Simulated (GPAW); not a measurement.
# TiSi2P4 monolayer: work function by functional and basis, part 2 of 2

How far do functional and basis move the work function of TiSi2P4 monolayer?

GPAW 26.7.0; GPAW, PAW setups; layer in a repeated cell with vacuum, relaxation of atoms and in-plane cell (the session's first sound run).

So far, upper work function (eV): step 3 (plane waves, PBE) 5.55; step 4 (revPBE) 5.46; step 5 (GPAW, PAW setups) 5.75; step 6 (LDA) 5.78.

## 7. Self-consistent run: xc = "RPBE"

Level of this step: GPAW, PAW setups; slab in vacuum (GPAW).

The same geometry under RPBE, to see how far the functional moves the levels against the vacuum.

File run.py:

```python
import json
import numpy as np
from ase import Atoms
from gpaw import GPAW, PW

slab = Atoms(
    ['P', 'Si', 'P', 'Ti', 'P', 'Si', 'P'],
    positions=[
        [-0.00000, 0.00000, 7.00000],
        [0.00000, 2.05335, 8.00422],
        [0.00000, 2.05335, 10.26491],
        [0.00000, 0.00000, 11.68577],
        [0.00000, 2.05335, 13.10663],
        [0.00000, 2.05335, 15.36733],
        [0.00000, 0.00000, 16.37154]],
    cell=[[3.5565, -0.0, 0.0], [-1.77825, 3.08002, 0.0], [0.0, 0.0, 23.3715]],
    pbc=[True, True, False])

slab.calc = GPAW(mode=PW(400), xc='RPBE', kpts={'size': (9, 9, 1), 'gamma': True},
                 occupations={'name': 'fermi-dirac', 'width': 0.05}, nbands='200%',
                 convergence={'density': 1e-05}, maxiter=200,
                 poissonsolver={'dipolelayer': 'xy'},
                 symmetry={'tolerance': 1e-3}, txt='slab.txt')
result = {}
energy = slab.get_potential_energy()
fermi = slab.calc.get_fermi_level()
v = slab.calc.get_electrostatic_potential().mean((0, 1)) - fermi
n = slab.calc.get_pseudo_density().mean((0, 1))
L = slab.cell[2, 2]
z = np.arange(len(v)) * L / len(v)
low, high = slab.positions[:, 2].min(), slab.positions[:, 2].max()
below, above = np.interp([low - 4.8, high + 4.8], z, v)
slopes = [np.interp(x, z, np.gradient(v, z)) for x in (low - 4.8, high + 4.8)]
eps = np.array([[slab.calc.get_eigenvalues(k, s) for k in range(len(slab.calc.get_ibz_k_points()))]
                for s in range(slab.calc.get_number_of_spins())]) - fermi
top, bottom = eps[eps < 0].max(), eps[eps > 0].min()
dipole = slab.get_dipole_moment()[2]
print(f'energy {energy:.4f} eV, Fermi level {fermi:.4f} eV, dipole {dipole:.5f} e A')
print(f'potential 4.8 A off the faces, from the Fermi level: lower {below:.4f} eV, upper {above:.4f} eV')
print(f'slope of the potential there: lower {slopes[0]:.5f}, upper {slopes[1]:.5f} eV/A')
print(f'nearest levels on the mesh: {top:.4f} and {bottom:.4f} eV')
print('magnetic moment', round(slab.get_magnetic_moment(), 3))
result.update(energy=energy, fermi=fermi, dipole=dipole, below=below, above=above, slopes=slopes, edges=[top, bottom],
              z=z.tolist(), v=v.tolist(), n=n.tolist(), positions=slab.positions.tolist(),
              forces=slab.get_forces(apply_constraint=False).tolist(), moments=slab.get_magnetic_moments().tolist())
json.dump(result, open('result.json', 'w'))
```

Command:

```console
$ OMP_NUM_THREADS=1 OPENBLAS_NUM_THREADS=1 python run.py
```

The program printed:

```text
energy -38.9846 eV, Fermi level 0.4409 eV, dipole 0.00078 e A
potential 4.8 A off the faces, from the Fermi level: lower 5.4725 eV, upper 5.4597 eV
slope of the potential there: lower -0.00006, upper 0.00006 eV/A
nearest levels on the mesh: -0.0532 and 0.1131 eV
magnetic moment 0.0
```

Wall time 67 s (1 thread of Arm Neoverse V1, shared host); peak memory 0.24 GiB.

This step gave:

- dipole along the normal: 7.78e-4 e·Å
- levels nearest the Fermi level on the mesh: -0.05317, 0.1131 eV from the Fermi level
- upper work function: 5.460 eV
- lower work function: 5.473 eV

The upper face's work function is 5.460 eV, against 5.549 eV in the first plane-wave PBE run at this geometry.

## 8. Self-consistent run: xc = "vdW-DF2"

The same geometry under vdW-DF2, to see how far the functional moves the levels against the vacuum (the van der Waals functionals take revPBE setups).

Changes to run.py since step 7:

```diff
@@ -18,3 +18,3 @@
 
-slab.calc = GPAW(mode=PW(400), xc='RPBE', kpts={'size': (9, 9, 1), 'gamma': True},
+slab.calc = GPAW(mode=PW(400), xc='vdW-DF2', kpts={'size': (9, 9, 1), 'gamma': True},
                  occupations={'name': 'fermi-dirac', 'width': 0.05}, nbands='200%',
```

The program printed:

```text
energy -229.9264 eV, Fermi level 0.1908 eV, dipole 0.00078 e A
potential 4.8 A off the faces, from the Fermi level: lower 5.9001 eV, upper 5.8872 eV
slope of the potential there: lower -0.00018, upper 0.00018 eV/A
nearest levels on the mesh: -0.1488 and 0.1998 eV
magnetic moment 0.0
```

The job ended after 84 s (1 thread; peak memory 0.41 GiB).

This step gave:

```yaml
dipole_along_the_normal: 7.80e-4 e·Å
levels_nearest_the_fermi_level_on_the_mesh: -0.1488, 0.1998 eV from the Fermi level
upper_work_function: 5.887 eV
lower_work_function: 5.900 eV
```

The upper face's work function is 5.887 eV, against 5.549 eV in the first plane-wave PBE run at this geometry.

## 9. Real-space grid: mode = "fd"

A real-space grid is a second complete basis, so it checks the plane-wave result.

Changes to run.py since step 8:

```diff
@@ -3,3 +3,3 @@
 from ase import Atoms
-from gpaw import GPAW, PW
+from gpaw import GPAW
 
@@ -18,3 +18,3 @@
 
-slab.calc = GPAW(mode=PW(400), xc='vdW-DF2', kpts={'size': (9, 9, 1), 'gamma': True},
+slab.calc = GPAW(mode='fd', h=0.18, xc='PBE', kpts={'size': (9, 9, 1), 'gamma': True},
                  occupations={'name': 'fermi-dirac', 'width': 0.05}, nbands='200%',
```

The program printed:

```text
energy -41.3220 eV, Fermi level -5.5588 eV, dipole 0.00078 e A
potential 4.8 A off the faces, from the Fermi level: lower 5.5652 eV, upper 5.5524 eV
slope of the potential there: lower -0.00011, upper 0.00011 eV/A
nearest levels on the mesh: -0.0221 and 0.0879 eV
magnetic moment 0.0
```

The job ended after 2.8 min (1 thread; peak memory 0.59 GiB).

Numbers from this step:

```
dipole along the normal                    : 7.77e-4 e·Å
levels nearest the Fermi level on the mesh : -0.02207, 0.08789 eV from the Fermi level
upper work function                        : 5.552 eV
lower work function                        : 5.565 eV
```

The upper face's work function is 5.552 eV, against 5.549 eV in the first plane-wave PBE run at this geometry.

## 10. Atomic orbitals: mode = "lcao"

Atom-centred orbitals end a few angstrom from the surface, which tests how much the density's tail matters.

Changes to run.py since step 9:

```diff
@@ -18,4 +18,4 @@
 
-slab.calc = GPAW(mode='fd', h=0.18, xc='PBE', kpts={'size': (9, 9, 1), 'gamma': True},
-                 occupations={'name': 'fermi-dirac', 'width': 0.05}, nbands='200%',
+slab.calc = GPAW(mode='lcao', basis='dzp', h=0.18, xc='PBE', kpts={'size': (9, 9, 1), 'gamma': True},
+                 occupations={'name': 'fermi-dirac', 'width': 0.05}, nbands='120%',
                  convergence={'density': 1e-05}, maxiter=200,
```

The program printed:

```text
energy -40.2988 eV, Fermi level -5.3352 eV, dipole 0.00078 e A
potential 4.8 A off the faces, from the Fermi level: lower 5.3416 eV, upper 5.3287 eV
slope of the potential there: lower -0.00000, upper -0.00000 eV/A
nearest levels on the mesh: -0.0254 and 0.0908 eV
magnetic moment 0.0
```

The job ended after 2.2 min (1 thread; peak memory 0.31 GiB).

Numbers from this step:

| Quantity | Value |
| --- | --- |
| levels nearest the Fermi level on the mesh | -0.02542, 0.09084 eV from the Fermi level |
| upper work function | 5.329 eV |
| lower work function | 5.342 eV |

The electrostatic potential energy of an electron (without an applied field's), less the Fermi level, planar mean oscillates, so the rows of the table below give means over windows of 1.64 Å about each position, cut where the curve ends. Its maxima inside the range that stand out by 2 % of the span (Å: eV): 7.6: -10.9, 9.2: 2.05, 11.0: -4.82, 12.4: -4.82, 14.2: 2.04, 15.8: -10.9. Its minima: 7.0: -14.0, 7.9: -12.2, 10.3: -11.6, 11.7: -13.2, 13.1: -11.6, 15.4: -12.2, 16.3: -14.0.

Electrostatic potential energy of an electron (without an applied field's), less the Fermi level, planar mean against z; means over each step:

| z (Å) | electrostatic potential energy of an electron (without an applied field's), less the Fermi level, planar mean (eV) |
| --- | --- |
| 0.82 | 5.34 |
| 2.46 | 5.34 |
| 4.10 | 5.34 |
| 5.74 | 3.08 |
| 7.38 | -11.4 |
| 9.02 | -1.38 |
| 10.66 | -8.03 |
| 12.30 | -9.00 |
| 13.94 | -2.03 |
| 15.58 | -10.5 |
| 17.22 | -0.687 |
| 18.86 | 5.29 |
| 20.50 | 5.33 |
| 22.14 | 5.33 |

The upper face's work function is 5.329 eV, against 5.549 eV in the first plane-wave PBE run at this geometry.

## 11. The ladder

Times are for 1 thread of Arm Neoverse V1, shared host. Results by setting:

```
no.         run  upper work function (eV)  lower work function (eV)     time  memory (GiB)
  1          pw                     5.549                     5.562     65 s          0.23
  2      revPBE                     5.459                     5.472     66 s          0.23
  3  optPBE vdW                     5.755                     5.768     82 s          0.41
  4         LDA                     5.780                     5.793     64 s          0.24
  5        RPBE                     5.460                     5.473     67 s          0.24
  6     vdW DF2                     5.887                     5.900     84 s          0.41
  7          fd                     5.552                     5.565  2.8 min          0.59
  8        lcao                     5.329                     5.342  2.2 min          0.31
```

## 12. Side by side

Results and costs are gathered.

This step: comparison of work functions, dipole and cost (GPAW 26.7.0).

Ladder, by row:

```
      step  code  work function, upper (eV)  work function, lower (eV)  dipole (e Å)  wall time (s)  peak memory (GiB)  threads
        pw  GPAW                      5.549                      5.562       7.79e-4          65.16               0.23        1
    revPBE  GPAW                      5.459                      5.472       7.78e-4          65.74               0.23        1
optPBE-vdW  GPAW                      5.755                      5.768       7.79e-4          82.35               0.41        1
       LDA  GPAW                       5.78                      5.793       7.80e-4          63.82               0.24        1
      RPBE  GPAW                       5.46                      5.473       7.78e-4          66.55               0.24        1
   vdW-DF2  GPAW                      5.887                        5.9       7.80e-4          83.78               0.41        1
        fd  GPAW                      5.552                      5.565       7.77e-4          166.6               0.59        1
      lcao  GPAW                      5.329                      5.342       7.77e-4          134.8               0.31        1
```

## 13. A changed run

One more run, with changed settings.

This step: GPAW, PAW setups; slab in vacuum (GPAW 26.7.0).

Changes to run.py since step 10:

```diff
@@ -3,3 +3,3 @@
 from ase import Atoms
-from gpaw import GPAW
+from gpaw import GPAW, PW
 
@@ -18,5 +18,5 @@
 
-slab.calc = GPAW(mode='lcao', basis='dzp', h=0.18, xc='PBE', kpts={'size': (9, 9, 1), 'gamma': True},
-                 occupations={'name': 'fermi-dirac', 'width': 0.05}, nbands='120%',
-                 convergence={'density': 1e-05}, maxiter=200,
+slab.calc = GPAW(mode=PW(100), xc='PBE', kpts={'size': (9, 9, 1), 'gamma': True},
+                 occupations={'name': 'fermi-dirac', 'width': 0.05}, nbands='200%',
+                 convergence={'density': 1e-05}, maxiter=75,
                  poissonsolver={'dipolelayer': 'xy'},
```

The program printed:

```text
energy 9.0619 eV, Fermi level 1.1751 eV, dipole 0.00081 e A
potential 4.8 A off the faces, from the Fermi level: lower 5.2135 eV, upper 5.2002 eV
slope of the potential there: lower -0.03049, upper 0.03048 eV/A
nearest levels on the mesh: -0.1489 and 0.2131 eV
magnetic moment 0.0
```

The job ended after 14 s (1 thread; peak memory 0.14 GiB).

The run finished. A setting was moved off its sound value on purpose, so it serves as a test and not as the result.

The fault put into the input: a cutoff far too low (ecut = 100).

## 14. Summary of results

- work function, upper and lower face: 5.549 and 5.562 eV
- dipole along the normal: 7.8e-4 e Å

In words: With plane waves and PBE the work function is 5.55 eV on the upper face and 5.56 eV on the lower. Over the sound runs of the table the upper face's work function spans 5.329 (lcao) to 5.887 eV (vdW-DF2). Atomic orbitals miss the plane-wave value by -0.22 eV, since they describe the tail of the density in the vacuum poorly. The small printed dipole stands for a step of -13 meV from the lower to the upper face, and the probes find -13 meV; values this small are near the numerical noise of both. The runs had no spin polarisation, so a magnetic state, which thin layers of d-metal atoms can have, wasn't tested. The layer's cell and atoms come from the relaxation; spin-orbit coupling and temperature are left out.

[Logs are printed without paths, hosts, clocks, repeated set-up lines and the standing remarks that a program may print on its own settings, such as how far it seeks lower states.]

[Hosts, paths, dates, database ids (printed as entryN), source tags and the programs' standing remarks are cut or masked in the printed files.]
